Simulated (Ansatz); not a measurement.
In doubt: one-shot GW on d or f shells is unsure, so the values of those runs are not to be relied on.

Two G0W0 runs on BaNaCeBiO6 (F-43m).

Symmetry: F-43m, No. 216, cubic system. The conventional cell has a = 8.692 Å, b = 8.692 Å, c = 8.692 Å, α = 90.00°, β = 90.00°, γ = 90.00°. Nearest to Na lie 12 O at 3.07 Å. Ba has 12 O at 3.07 Å nearest. Nearest to Ce lie 6 O at 2.21 Å. Nearest to Bi lie 6 O at 2.13 Å. Nearest to O lie 1 Bi at 2.13 Å and 1 Ce at 2.21 Å and 2 Na at 3.07 Å and 2 Ba at 3.07 Å. Farther neighbours and most contacts between anions are not listed.

```
Na Ba Ce Bi O
1.0
     0.00000    4.34605    4.34605
     4.34605    0.00000    4.34605
     4.34605    4.34605    0.00000
Na Ba Ce Bi O
1 1 1 1 6
Direct
  0.25000 0.25000 0.25000
  0.75000 0.75000 0.75000
  0.50000 0.50000 0.50000
  0.00000 0.00000 0.00000
  0.75482 0.24518 0.24518
  0.24518 0.75482 0.75482
  0.75482 0.75482 0.24518
  0.24518 0.24518 0.75482
  0.24518 0.75482 0.24518
  0.75482 0.24518 0.75482
```

The cell and positions are those that the Materials Project relaxed with its own functionals (PBE, PBE+U or r2SCAN), kept fixed. Spin-orbit coupling is left out unless a run names it.

The first (Ansatz 0.2.0; start PBE, 4×4×4 mesh, 900 empty bands, screening to 180 eV, PAW set soft_1 files; 1 × NVIDIA H100 80GB HBM3 (shared by 6 runs) with 2 threads of AMD EPYC 7R13 (Zen 3), shared host) gave, on its mesh: starting gap 1.68 eV, G0W0 gap 2.82 eV, RPA ε∞ (mean) 5.39, 44 s.

Q: The second changes empty bands from 900 to 147 and screening cutoff (eV) from 180.0 to 54. What does it give?

It gave: starting gap 1.68 eV, G0W0 gap 3.05 eV, RPA ε∞ (mean) 5.47, 10 s. The G0W0 gap moves by +0.23 eV, +0.00 eV from the start and +0.23 eV from the correction. Σc changes by +0.44 eV at the valence top and +0.67 eV at the conduction bottom, and Σx − Vxc between them by +0.00 eV.

Limits: not at the basis limit; f levels unsure; no spin polarisation; f levels unsure; no spin-orbit coupling.

[Paths, hosts, dates, memory and timing lines, banners, echoed tables and standing remarks are left out of the program output.]

[Logs are printed without paths, hosts, clocks, repeated set-up lines and the standing remarks that a program may print on its own settings, such as how far it seeks lower states.]

[Runs of the session that timed out or met a known fault of the program may be left out.]

[Cells called generated may have been cut or substituted from an entry of the Crystallography Open Database or the Materials Project.]

[Hosts, paths, dates, database ids (printed as entryN), source tags and the programs' standing remarks are cut or masked in the printed files.]
